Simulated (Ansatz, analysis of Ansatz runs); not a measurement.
# V_K centre (self-trapped hole) in LiF: local vibrational mode, r2SCAN

How near does this set-up come to the measured local vibrational mode? Subject: V_K centre (self-trapped hole) in LiF. Set-up: r2SCAN, 128-site cell, r2SCAN lattice, 500 eV, k: the single point 1/4 1/4 1/4. The model is a cell of 128 host atoms. The frequencies come from force constants among the defect atom and its neighbours, with the masses of the isotopes named. A meta-GGA costs about twice a GGA and mends lattice constants and part of the gap.

Measured beforehand: Stretch of the F2- molecule: 437 cm⁻¹, by Raman (inelastic light scattering) (quoted in “Dependence of polaron migration barriers on the fraction of Fock exchange in hybrid functionals: A systematic study of Vk centers in alkali halides”, 2023, A. S. Tygesen, J. H. Chang, J. M. García-Lastra, quoting earlier work (1978)). The calculation is set beside it at the end.

Main program and level: Ansatz 0.2.0; plane-wave PAW DFT, r2SCAN; relaxation of all atoms of a defect supercell.

### 1. Starting point

The cell holds 128 atoms: 64 Li and 64 F. Its edges and angles: a = 11.285 Å, b = 11.285 Å, c = 11.285 Å, α = 60.0°, β = 60.0°, γ = 60.0°. It derives from LiF (space group Fm-3m). Nearest the centre at fractional (0.250, 0.625, 0.375): F52 at 0.96 Å, F20 at 0.96 Å, Li53 at 1.41 Å, Li59 at 1.41 Å, F44 at 2.44 Å, Li83 at 2.44 Å, Li29 at 2.44 Å, F28 at 2.44 Å. The cell carries charge +1.

The host's primitive cell comes from a first run (plane-wave PAW DFT, r2SCAN; relaxation of the host's cell and atoms): vectors of 2.821, 2.821 and 2.821 Å. That is 7.94 Å³ an atom, 2.8 % under the diffraction cell's volume. The supercell is built on it.

### 2. Relaxation, charge +1

Every later number rests on the structure around the defect, so the atoms are relaxed at the host's lattice first.

The input, relax/input.yaml:

```yaml
relax:
  f_tol: 0.01
  max_steps: 80
  random_displacement: { amplitude: 0.02, seed: 79 }
crystal:
  lattice:
    - [0.0, 7.97957509, 7.97957509]
    - [7.97957509, 0.0, 7.97957509]
    - [7.97957509, 7.97957509, 0.0]
  atoms:
    - { symbol: Li, position: [0.0, 0.0, 0.0] }
    - { symbol: F, position: [0.125, 0.125, 0.125] }
    - { symbol: Li, position: [0.0, 0.0, 0.25] }
[... 1 atom line left out ...]
    - { symbol: Li, position: [0.0, 0.0, 0.5] }
[... 6 atom lines left out ...]
    - { symbol: F, position: [0.125, 0.375, 0.375] }
[... 1 atom line left out ...]
    - { symbol: F, position: [0.125, 0.375, 0.625] }
[... 3 atom lines left out ...]
    - { symbol: F, position: [0.125, 0.625, 0.125] }
[... 1 atom line left out ...]
    - { symbol: F, position: [0.164801618, 0.625, 0.375] }
    - { symbol: Li, position: [0.0, 0.5, 0.5] }
    - { symbol: F, position: [0.125, 0.625, 0.625] }
    - { symbol: Li, position: [0.0, 0.5, 0.75] }
[... 2 atom lines left out ...]
    - { symbol: F, position: [0.125, 0.875, 0.125] }
    - { symbol: Li, position: [0.0, 0.75, 0.25] }
    - { symbol: F, position: [0.125, 0.875, 0.375] }
    - { symbol: Li, position: [0.0, 0.75, 0.5] }
    - { symbol: F, position: [0.125, 0.875, 0.625] }
    - { symbol: Li, position: [0.0, 0.75, 0.75] }
[... 3 atom lines left out ...]
    - { symbol: Li, position: [0.25, 0.0, 0.25] }
[... 8 atom lines left out ...]
    - { symbol: F, position: [0.375, 0.375, 0.375] }
    - { symbol: Li, position: [0.25, 0.25, 0.5] }
    - { symbol: F, position: [0.375, 0.375, 0.625] }
    - { symbol: Li, position: [0.25, 0.25, 0.75] }
[... 2 atom lines left out ...]
    - { symbol: F, position: [0.375, 0.625, 0.125] }
    - { symbol: Li, position: [0.25, 0.5, 0.25] }
    - { symbol: F, position: [0.335198382, 0.625, 0.375] }
    - { symbol: Li, position: [0.25, 0.5, 0.5] }
    - { symbol: F, position: [0.375, 0.625, 0.625] }
    - { symbol: Li, position: [0.25, 0.5, 0.75] }
[... 1 atom line left out ...]
    - { symbol: Li, position: [0.25, 0.75, 0.0] }
    - { symbol: F, position: [0.375, 0.875, 0.125] }
    - { symbol: Li, position: [0.25, 0.75, 0.25] }
    - { symbol: F, position: [0.375, 0.875, 0.375] }
    - { symbol: Li, position: [0.25, 0.75, 0.5] }
[... 12 atom lines left out ...]
    - { symbol: F, position: [0.625, 0.375, 0.125] }
    - { symbol: Li, position: [0.5, 0.25, 0.25] }
    - { symbol: F, position: [0.625, 0.375, 0.375] }
    - { symbol: Li, position: [0.5, 0.25, 0.5] }
[... 3 atom lines left out ...]
    - { symbol: Li, position: [0.5, 0.5, 0.0] }
    - { symbol: F, position: [0.625, 0.625, 0.125] }
    - { symbol: Li, position: [0.5, 0.5, 0.25] }
[... 1 atom line left out ...]
    - { symbol: Li, position: [0.5, 0.5, 0.5] }
[... 3 atom lines left out ...]
    - { symbol: Li, position: [0.5, 0.75, 0.0] }
[... 1 atom line left out ...]
    - { symbol: Li, position: [0.5, 0.75, 0.25] }
[... 24 atom lines left out ...]
    - { symbol: F, position: [0.875, 0.625, 0.375] }
[... 1 atom line left out ...]
    - { symbol: F, position: [0.875, 0.625, 0.625] }
[... 5 atom lines left out ...]
    - { symbol: F, position: [0.875, 0.875, 0.375] }
[... 1 atom line left out ...]
    - { symbol: F, position: [0.875, 0.875, 0.625] }
[... 1 atom line left out ...]
    - { symbol: F, position: [0.875, 0.875, 0.875] }
total_charge: 1
basis:
  ecutwfc: 500
  xc_grid: 2
hamiltonian:
  xc: r2scan
kpoints:
  mp_grid: { grid: [1, 1, 1], shift: [0.25, 0.25, 0.25] }
magnetization:
  spin_polarized: true
  initial_magnetization: 1
  spin_locking: { lock_magnetization: hard }
scf:
  occupations: { method: fermi_dirac, width: 0.01 }
  max_iter: 120
output:
  forces: true
checkpoint:
  write: "../relax.run"
  compress: false
  write_wavefunctions: true
  write_every: 100000
```

The run is started by

```bash
$ ansatz run input.yaml --threads 4 --pin off --max-ram 14131MiB --backend cpu --events-out ev --progress --plain --runs-dir out
```

Numbers of over 12 decimals in the logs are rounded to 6 here.

The log of the run:

```text
[... repeated set-up lines and file paths are left out, and long positions are rounded to six places ...]
Warning: This run holds its total moment fixed (magnetization.spin_locking.lock_magnetization: hard) and mixes its density by anderson or broyden (scf.mixing.algorithm, typed or taken by auto). [...]
Engine: ansatz 0.2.0, aarch64-unknown-linux-gnu
Pseudopotentials: kind: paw
Pseudopotential: Li, paw, valence charge 3, recommended cutoff 500 eV (meta_gga), Li.paw.azcp
Pseudopotential: F, paw, valence charge 7, recommended cutoff 500 eV (meta_gga), F.paw.azcp
Functional definition: r2SCAN
  parameter k0 = 0.174
  parameter k1 = 0.065
  parameter a1 = 4.9479
  exchange = r2scan_x(k0 = k0, k1 = k1, a1 = a1)
  correlation = r2scan_c
Crystal: 128 atoms, lattice volume = 1016.177 Å³
Basis set: ecut = 500 eV, 25821 PW (Γ), exchange–correlation on 180×180×180 points (8 copies of the dense FFT grid, shifted against one another)
Bands: 448, of which v1, the nominal top of the filled ones, is band 320 counted from 1 (319 counted from 0)
Symmetry: 1 space group operations
k-points: 1
Non-local potential: Li, projectors of the file, l = 0: 3, l = 1: 2, l = 2: 1
Non-local potential: F, projectors of the file, l = 0: 2, l = 1: 2, l = 2: 1
PAW form: soft (Blöchl's): semilocal exchange-correlation on the pseudo side does not see the compensation charge
PAW frozen core: F, regenerated for the run's functional (the file was generated under x = pbe(κ = 0.804, μ = 0.219515), c = pbe(β = 0.066725))
PAW one-centre angular grid: Li, 302 points (default); XC on 327 of its mesh's 2665 points in the sphere
PAW one-centre angular grid: F, 302 points (default); XC on 160 Gauss nodes
Initial density: superposition of atomic densities (chi_scale 0.1, normalization cell, long waves kept (reshape's long-wave potential 0.09 eV rms))
Starting moments: Σ|m| = 1 μB on 128 of 128 sites
Initial wavefunctions: pseudopotential atomic-orbital guess
Functional: x = r2scan, c = r2scan; τ floored in thin density (d = 2e-4 eV/Å³)
SCF iter   1: F=—  HF=-65155.276309 eV  |F-HF|=—  |Δ(HF+E_count)|=         —  Δρ=3.60e-2 (↑2.89e-2 ↓3.60e-2)  dr2=2.17e1  dr2_τ=5.09e-1  dr2_m=1.05e0  M=1.000 μB ∫|m|=1.063 μB  β_m=1.20  ethr=3.10e-3  ⟨swp⟩=6.0  Hψ=3804  notcnv=0  defer=100
preconditioner: auto → Resta (q_TF=auto, 2.525 Å⁻¹)  ε∞=2.5  [insulator: Δε(μ)=1.163 eV  Ē_g=21.411 eV  σ=0.010 eV  W_gap=1.00  n_scr=282 (ndim 8)  ℏωp=26.3 eV  f_vac=0.000  D(μ)=0.00/eV (n_scr^D=0)  ε∞_Penn≈2.5]
spin=Collinear: Resta preconditioning applied to the charge; magnetization (m = ρ↑ − ρ↓) channel mixes plain (no charge-response kernel on spin).
SCF iter   2: F=—  HF=-65166.923544 eV  |F-HF|=—  |Δ(HF+E_count)|=    1.16e1  Δρ=2.25e-2 (↑2.25e-2 ↓2.18e-2)  dr2=1.15e1  dr2_τ=1.54e-1  dr2_m=8.86e-3  M=1.000 μB ∫|m|=1.097 μB  β_m=1.20  ethr=3.10e-3  ⟨swp⟩=2.5  Hψ=1552  notcnv=0  defer=249  κ⁻¹=1.0e0(r=1)
SCF iter   3: F=—  HF=-65171.884204 eV  |F-HF|=—  |Δ(HF+E_count)|=    4.96e0  Δρ=2.29e-2 (↑1.01e-2 ↓2.29e-2)  dr2=7.24e0  dr2_τ=1.61e-1  dr2_m=8.45e-1  M=1.000 μB ∫|m|=1.230 μB  β_m=1.20  ethr=1.79e-3  ⟨swp⟩=2.5  Hψ=1814  notcnv=0  defer=248  κ⁻¹=9.7e-2(r=2)
SCF iter   4: F=—  HF=-65171.519289 eV  |F-HF|=—  |Δ(HF+E_count)|=   3.65e-1  Δρ=1.58e-2 (↑9.98e-3 ↓1.58e-2)  dr2=4.81e0  dr2_τ=7.11e-2  dr2_m=2.11e-1  M=1.000 μB ∫|m|=1.168 μB  β_m=1.20  ethr=1.13e-3  ⟨swp⟩=2.5  Hψ=1553  notcnv=0  defer=248  κ⁻¹=2.1e-2(r=3)
SCF iter   5: F=—  HF=-65172.187294 eV  |F-HF|=—  |Δ(HF+E_count)|=   6.68e-1  Δρ=1.85e-2 (↑4.94e-3 ↓1.85e-2)  dr2=3.72e0  dr2_τ=8.63e-2  dr2_m=8.60e-1  M=1.000 μB ∫|m|=1.208 μB  β_m=1.20  ethr=7.53e-4  ⟨swp⟩=2.5  Hψ=1555  notcnv=0  defer=248  κ⁻¹=7.9e-3(r=4)
SCF iter   6: F=—  HF=-65171.924919 eV  |F-HF|=—  |Δ(HF+E_count)|=   2.62e-1  Δρ=1.03e-2 (↑1.57e-3 ↓1.03e-2)  dr2=1.40e0  dr2_τ=2.29e-2  dr2_m=2.40e-1  M=1.000 μB ∫|m|=1.161 μB  β_m=1.20  ethr=5.81e-4  ⟨swp⟩=2.5  Hψ=1489  notcnv=0  defer=249  κ⁻¹=3.9e-3(r=5)
SCF iter   7: F=—  HF=-65171.934254 eV  |F-HF|=—  |Δ(HF+E_count)|=   9.34e-3  Δρ=1.39e-2 (↑1.26e-3 ↓1.39e-2)  dr2=2.37e0  dr2_τ=3.60e-2  dr2_m=4.40e-1  M=1.000 μB ∫|m|=1.184 μB  β_m=1.20  ethr=2.18e-4  ⟨swp⟩=2.5  Hψ=1488  notcnv=0  defer=248  κ⁻¹=2.0e-3(r=6)
SCF iter   8: F=—  HF=-65171.868980 eV  |F-HF|=—  |Δ(HF+E_count)|=   6.53e-2  Δρ=7.87e-3 (↑9.64e-4 ↓7.87e-3)  dr2=8.05e-1  dr2_τ=1.22e-2  dr2_m=1.46e-1  M=1.000 μB ∫|m|=1.140 μB  β_m=1.20  ethr=2.18e-4  ⟨swp⟩=2.0  Hψ=1295  notcnv=0  defer=248  κ⁻¹=1.6e-4(r=7)
SCF iter   9: F=—  HF=-65171.868352 eV  |F-HF|=—  |Δ(HF+E_count)|=   6.29e-4  Δρ=8.31e-3 (↑5.33e-4 ↓8.31e-3)  dr2=8.84e-1  dr2_τ=1.29e-2  dr2_m=1.58e-1  M=1.000 μB ∫|m|=1.120 μB  β_m=1.20  ethr=1.26e-4  ⟨swp⟩=2.0  Hψ=845  notcnv=0  defer=248  κ⁻¹=1.2e-4(r=8)
SCF iter  10: F=—  HF=-65171.876109 eV  |F-HF|=—  |Δ(HF+E_count)|=   7.76e-3  Δρ=7.13e-3 (↑3.90e-4 ↓7.13e-3)  dr2=6.56e-1  dr2_τ=9.76e-3  dr2_m=1.19e-1  M=1.000 μB ∫|m|=1.131 μB  β_m=1.20  ethr=1.26e-4  ⟨swp⟩=1.5  Hψ=843  notcnv=0  defer=248  κ⁻¹=4.4e-5(r=8)
SCF iter  11: F=—  HF=-65171.866224 eV  |F-HF|=—  |Δ(HF+E_count)|=   9.88e-3  Δρ=5.25e-4 (↑1.41e-4 ↓5.25e-4)  dr2=3.08e-3  dr2_τ=5.13e-5  dr2_m=6.04e-4  M=1.000 μB ∫|m|=1.096 μB  β_m=1.20  ethr=1.03e-4  ⟨swp⟩=1.5  Hψ=649  notcnv=0  defer=248  κ⁻¹=2.0e-5(r=8)
SCF iter  12: F=—  HF=-65171.866655 eV  |F-HF|=—  |Δ(HF+E_count)|=   4.31e-4  Δρ=1.51e-3 (↑9.77e-5 ↓1.51e-3)  dr2=2.97e-2  dr2_τ=4.35e-4  dr2_m=5.36e-3  M=1.000 μB ∫|m|=1.099 μB  β_m=1.20  ethr=4.82e-7  ⟨swp⟩=2.0  Hψ=1294  notcnv=0  defer=248  κ⁻¹=5.5e-6(r=8)
SCF iter  13: F=—  HF=-65171.866476 eV  |F-HF|=—  |Δ(HF+E_count)|=   1.79e-4  Δρ=1.30e-4 (↑5.00e-5 ↓1.30e-4)  dr2=2.24e-4  dr2_τ=3.48e-6  dr2_m=3.00e-5  M=1.000 μB ∫|m|=1.096 μB  β_m=1.20  ethr=4.82e-7  ⟨swp⟩=1.0  Hψ=648  notcnv=0  defer=248  κ⁻¹=1.9e-6(r=8)
SCF iter  14: F=—  HF=-65171.868406 eV  |F-HF|=—  |Δ(HF+E_count)|=   1.93e-3  Δρ=6.35e-4 (↑3.36e-5 ↓6.35e-4)  dr2=5.24e-3  dr2_τ=7.52e-5  dr2_m=9.41e-4  M=1.000 μB ∫|m|=1.096 μB  β_m=1.20  ethr=3.50e-8  ⟨swp⟩=2.0  Hψ=717  notcnv=0  defer=248  κ⁻¹=6.3e-7(r=8)
SCF iter  15: F=—  HF=-65171.868387 eV  |F-HF|=—  |Δ(HF+E_count)|=   1.90e-5  Δρ=3.47e-4 (↑1.72e-5 ↓3.47e-4)  dr2=1.57e-3  dr2_τ=2.28e-5  dr2_m=2.76e-4  M=1.000 μB ∫|m|=1.097 μB  β_m=1.20  ethr=3.50e-8  ⟨swp⟩=2.0  Hψ=722  notcnv=0  defer=248  κ⁻¹=2.3e-7(r=8)
SCF iter  16: F=—  HF=-65171.868378 eV  |F-HF|=—  |Δ(HF+E_count)|=   8.28e-6  Δρ=1.82e-4 (↑9.29e-6 ↓1.82e-4)  dr2=4.34e-4  dr2_τ=6.27e-6  dr2_m=7.78e-5  M=1.000 μB ∫|m|=1.096 μB  β_m=1.20  ethr=3.50e-8  ⟨swp⟩=1.0  Hψ=648  notcnv=0  defer=248  κ⁻¹=2.4e-7(r=8)
[...]
SCF iter   8: F=—  HF=-65173.790794 eV  |F-HF|=—  |Δ(HF+E_count)|=   6.02e-5  Δρ=2.73e-5 (↑2.48e-5 ↓2.73e-5)  dr2=2.69e-5  dr2_τ=3.41e-7  dr2_m=5.82e-7  M=1.000 μB ∫|m|=1.098 μB  β_m=1.20  ethr=1.98e-8  ⟨swp⟩=2.0  Hψ=1034  notcnv=0  defer=246  κ⁻¹=2.1e-4(r=7)
SCF iter   9: F=—  HF=-65173.792671 eV  |F-HF|=—  |Δ(HF+E_count)|=   1.88e-3  Δρ=1.56e-5 (↑1.56e-5 ↓1.54e-5)  dr2=7.55e-6  dr2_τ=1.52e-7  dr2_m=7.12e-8  M=1.000 μB ∫|m|=1.098 μB  β_m=1.20  ethr=4.21e-9  ⟨swp⟩=2.0  Hψ=1098  notcnv=0  defer=246  κ⁻¹=1.8e-4(r=8)
SCF iter  10: F=—  HF=-65173.792671 eV  |F-HF|=—  |Δ(HF+E_count)|=   2.73e-7  Δρ=1.30e-5 (↑1.17e-5 ↓1.30e-5)  dr2=4.87e-6  dr2_τ=1.07e-7  dr2_m=3.31e-8  M=1.000 μB ∫|m|=1.098 μB  β_m=1.20  ethr=1.18e-9  ⟨swp⟩=1.0  Hψ=650  notcnv=0  defer=246  κ⁻¹=1.4e-4(r=8)
SCF iter  11: F=—  HF=-65173.792673 eV  |F-HF|=—  |Δ(HF+E_count)|=   1.96e-6  Δρ=5.02e-6 (↑5.02e-6 ↓4.79e-6)  dr2=1.11e-6  dr2_τ=1.66e-8  dr2_m=1.48e-8  M=1.000 μB ∫|m|=1.098 μB  β_m=1.20  ethr=7.61e-10  ⟨swp⟩=2.5  Hψ=1411  notcnv=0  defer=246  κ⁻¹=4.1e-4(r=8)
SCF iter  12: F=—  HF=-65173.792673 eV  |F-HF|=—  |Δ(HF+E_count)|=   8.48e-8  Δρ=4.03e-6 (↑3.88e-6 ↓4.03e-6)  dr2=5.60e-7  dr2_τ=9.15e-9  dr2_m=3.43e-9  M=1.000 μB ∫|m|=1.098 μB  β_m=1.20  ethr=1.74e-10  ⟨swp⟩=1.0  Hψ=650  notcnv=0  defer=246  κ⁻¹=1.8e-4(r=8)
SCF iter  13: F=—  HF=-65173.792673 eV  |F-HF|=—  |Δ(HF+E_count)|=   7.89e-9  Δρ=2.68e-6 (↑2.68e-6 ↓2.68e-6)  dr2=2.63e-7  dr2_τ=4.50e-9  dr2_m=3.25e-9  M=1.000 μB ∫|m|=1.098 μB  β_m=1.20  ethr=8.76e-11  ⟨swp⟩=2.0  Hψ=1034  notcnv=0  defer=246  κ⁻¹=4.3e-5(r=8)
SCF iter  14: F=—  HF=-65173.792673 eV  |F-HF|=—  |Δ(HF+E_count)|=   1.88e-8  Δρ=1.49e-6 (↑1.18e-6 ↓1.49e-6)  dr2=1.13e-7  dr2_τ=1.28e-9  dr2_m=1.51e-9  M=1.000 μB ∫|m|=1.098 μB  β_m=1.20  ethr=4.12e-11  ⟨swp⟩=1.0  Hψ=650  notcnv=0  defer=246  κ⁻¹=1.7e-4(r=8)
SCF iter  15: F=-65173.792673 eV  HF=-65173.792673 eV  |F-HF|=1.41e-8  |Δ(HF+E_count)|=   1.07e-9  Δρ=9.72e-7 (↑9.50e-7 ↓9.72e-7)  dr2=4.27e-8  dr2_τ=4.06e-10  dr2_m=2.65e-10  M=1.000 μB ∫|m|=1.098 μB  ethr=1.56e-11  ⟨swp⟩=2.0  Hψ=1544  notcnv=0
SCF 6 converged in 15 iterations: F = -65173.792673 eV  dr2 = 4.27e-8
relax step   6: F+E_penalty+E_count = -65173.79267285 eV  Δ(F+E_penalty+E_count) = -1.132e-3 eV  max|allowed force component| = 2.120e-3 eV/Å  Δτ_max = 0.0060 Å  (15 SCF iters, accepted)
NSCF: frozen V_eff on 1 k-points
the search or the solves at the SCF's close seem to have found levels that the self-consistency loop had missed (the run counts 4). By its estimate they hold under 1e-12 electrons; where the run keeps them, the occupations were computed again with them
iter 1 solved again at ethr=6.69e-12 eV; its pass at ethr=3.10e-3 eV (dr2=4.28e-8 eV) is discarded
SCF iter   1: F=—  HF=-65173.792673 eV  |F-HF|=—  |Δ(HF+E_count)|=         —  Δρ=9.71e-7 (↑9.50e-7 ↓9.71e-7)  dr2=4.26e-8  dr2_τ=4.04e-10  dr2_m=2.66e-10  M=1.000 μB ∫|m|=1.098 μB  β_m=1.20  ethr=6.69e-12  ⟨swp⟩=1.0  Hψ=2492  notcnv=0
SCF iter   2: F=-65173.792673 eV  HF=-65173.792673 eV  |F-HF|=3.18e-9  |Δ(HF+E_count)|=   1.06e-9  Δρ=1.14e-6 (↑6.78e-7 ↓1.14e-6)  dr2=2.09e-8  dr2_τ=4.40e-10  dr2_m=1.83e-9  M=1.000 μB ∫|m|=1.098 μB  ethr=6.67e-12  ⟨swp⟩=2.0  Hψ=1446  notcnv=0
SCF 7 converged in 2 iterations: F = -65173.792673 eV  dr2 = 2.09e-8
NSCF: frozen V_eff on 1 k-points
the band table was solved once a step of the walk had ended and its energy, with any forces and stress, was formed, with the checks that follow a solve (2690 applications of the Hamiltonian). They found nothing against the state; [...]
SCF converged after 2 iterations
Stability not checked: this state was not tested for a lower state beside it, because the mixer in use, unlike msr1, does not test its closes by its own steps (another_mixer; see scf.mixing.algorithm and scf.lower_state_search)
Magnetization: 1.0000 μB (320.0000 up, 319.0000 down)
Absolute magnetization: 1.0981 μB (∫|ρ↑−ρ↓|, with the PAW one-centre terms)
Spin contamination: 0.0002 ħ² per cell (⟨S²⟩ above its minimum at these occupations)
Per-site moments (μB) at R_I (Å): [(-0.000118791, 0.822792), (0.015798, 0.822844), (-0.000120259, 0.822806), [... 125 left out ...]
Free energy (F): -65173.792673 eV
Harris-Foulkes:  -65173.792673 eV  (|F-HF|=3.18e-9)
Internal energy: -65173.778601 eV  (E = F + TS)
E sigma→0 (E₀):  -65173.785637 eV
Entropy (-TS):   -0.014072 eV (-0.110 meV/atom)
Fermi energy:    0.573916 (↑ 5.796051, ↓ 0.573916) eV
--- Per-component energies (eV) ---
  E_band       = -8095.569755
  E_kinetic    = 14865.796804
  E_local      = -40583.229815  (includes V_loc(G=0)·N_el)
  E_nonlocal   = 2539.413653
  E_hartree    = 14230.902709
  E_xc         = -5823.431579
  E_vxc        = -8519.091888  (∫ρ·V_xc dr)
  E_paw        = -14403.495021  (= ΣΔE_a)
  E_vpaw       = -5478.546689  (= ΣTr[D̂ρ^β])
  E_aug_tail   = 0.073622  (compensation charges beyond the density's cutoff)
  E_vtau       = 618.209139  (kinetic-family band-sum trace: ∫τ·v_τ [+ j·A + Jᵃ·Aᵃ] dr)
  E_ewald      = -35997.799915
  E_core_change = -2.009058  (= ΣΔE_core)
  E_smearing   = -0.014072  (= −TS)
  E_closure    = -0.000000  (closes the sum)
  E_deformation_potential = 16.012060  (in the stress; not in F)
  Σ components = -65173.792673   (vs F -65173.792673, Δ=0.00e0)
--- Forces (eV/Å), atoms counted from 1 ---
  atom   1  Li     0.00053652     0.00103131    -0.00011145
  atom   2  F     -0.00027681     0.00009253    -0.00011159
  [... 17 atoms left out ...]
  atom  20  F      0.00009054    -0.00055132    -0.00125161
  [... 1 atom left out ...]
  atom  22  F      0.00106034     0.00051526    -0.00074298
  [... 5 atoms left out ...]
  atom  28  F      0.00110437    -0.00006357    -0.00026659
  atom  29  Li    -0.00113637     0.00049751    -0.00022845
  [... 14 atoms left out ...]
  atom  44  F     -0.00056364     0.00058812    -0.00056745
  [... 7 atoms left out ...]
  atom  52  F      0.00018363     0.00135312     0.00039144
  atom  53  Li     0.00046222    -0.00013972     0.00029629
  [... 5 atoms left out ...]
  atom  59  Li     0.00014828     0.00070416    -0.00081146
  [... 1 atom left out ...]
  atom  61  Li    -0.00160888    -0.00057780    -0.00124258
  [... 21 atoms left out ...]
  atom  83  Li     0.00174802    -0.00015578    -0.00049380
  [... 45 atoms left out ...]
  max |Σ_I F_I| component: 4.29e-2 eV/Å
--- Band table (eV) ---
  k-point 0 ↑: bands = ["-41.2140", "-41.1965", "-41.1867", "-41.1867", [... 440 left out ...] "19.9519", "19.9520", "19.9520", "19.9521"]
  k-point 0 ↓: bands = ["-41.2144", "-41.1968", "-41.1871", "-41.1871", [... 440 left out ...] "19.9556", "19.9557", "19.9557", "19.9558"]
--- Relaxed structure (6 steps of the walk, 6 accepted, 0 SCFs on fresh bases) ---
  F+E_penalty+E_count = -65173.79267285 eV   max|allowed force component| = 2.120e-3 eV/Å
  atoms:
    - { symbol: Li, position: [0.000146, 6.0447615644802755e-5, -0.000240] }
    - { symbol: F, position: [0.125097, 0.125096, 0.124793] }
    [... 17 atoms left out ...]
    - { symbol: F, position: [0.125153, 0.625066, 0.374762] }
    [... 1 atom left out ...]
    - { symbol: F, position: [0.125123, 0.625087, 0.624771] }
    [... 5 atoms left out ...]
    - { symbol: F, position: [0.125126, 0.875085, 0.374777] }
    - { symbol: Li, position: [0.000114, 0.750095, 0.499796] }
    [... 14 atoms left out ...]
    - { symbol: F, position: [0.375128, 0.375066, 0.374761] }
    [... 7 atoms left out ...]
    - { symbol: F, position: [0.375094, 0.625090, 0.374772] }
    - { symbol: Li, position: [0.250119, 0.500061, 0.499781] }
    [... 5 atoms left out ...]
    - { symbol: Li, position: [0.250121, 0.750084, 0.249768] }
    [... 1 atom left out ...]
    - { symbol: Li, position: [0.250106, 0.750115, 0.499819] }
    [... 21 atoms left out ...]
    - { symbol: Li, position: [0.500132, 0.500047, 0.249757] }
    [... 45 atoms left out ...]
```

It took 16 min on 4 threads of Arm Neoverse V1, shared host; peak memory 6.9 GiB.

[end of part 1 of 2]

[Logs are printed without paths, hosts, clocks, repeated set-up lines and the standing remarks that a program may print on its own settings, such as how far it seeks lower states.]

[Hosts, paths, dates, database ids (printed as entryN), source tags and the programs' standing remarks are cut or masked in the printed files.]

[For some hosts the program warned that the k-mesh of the response run may be too coarse for force constants and the static dielectric constant; such warnings are not shown here.]
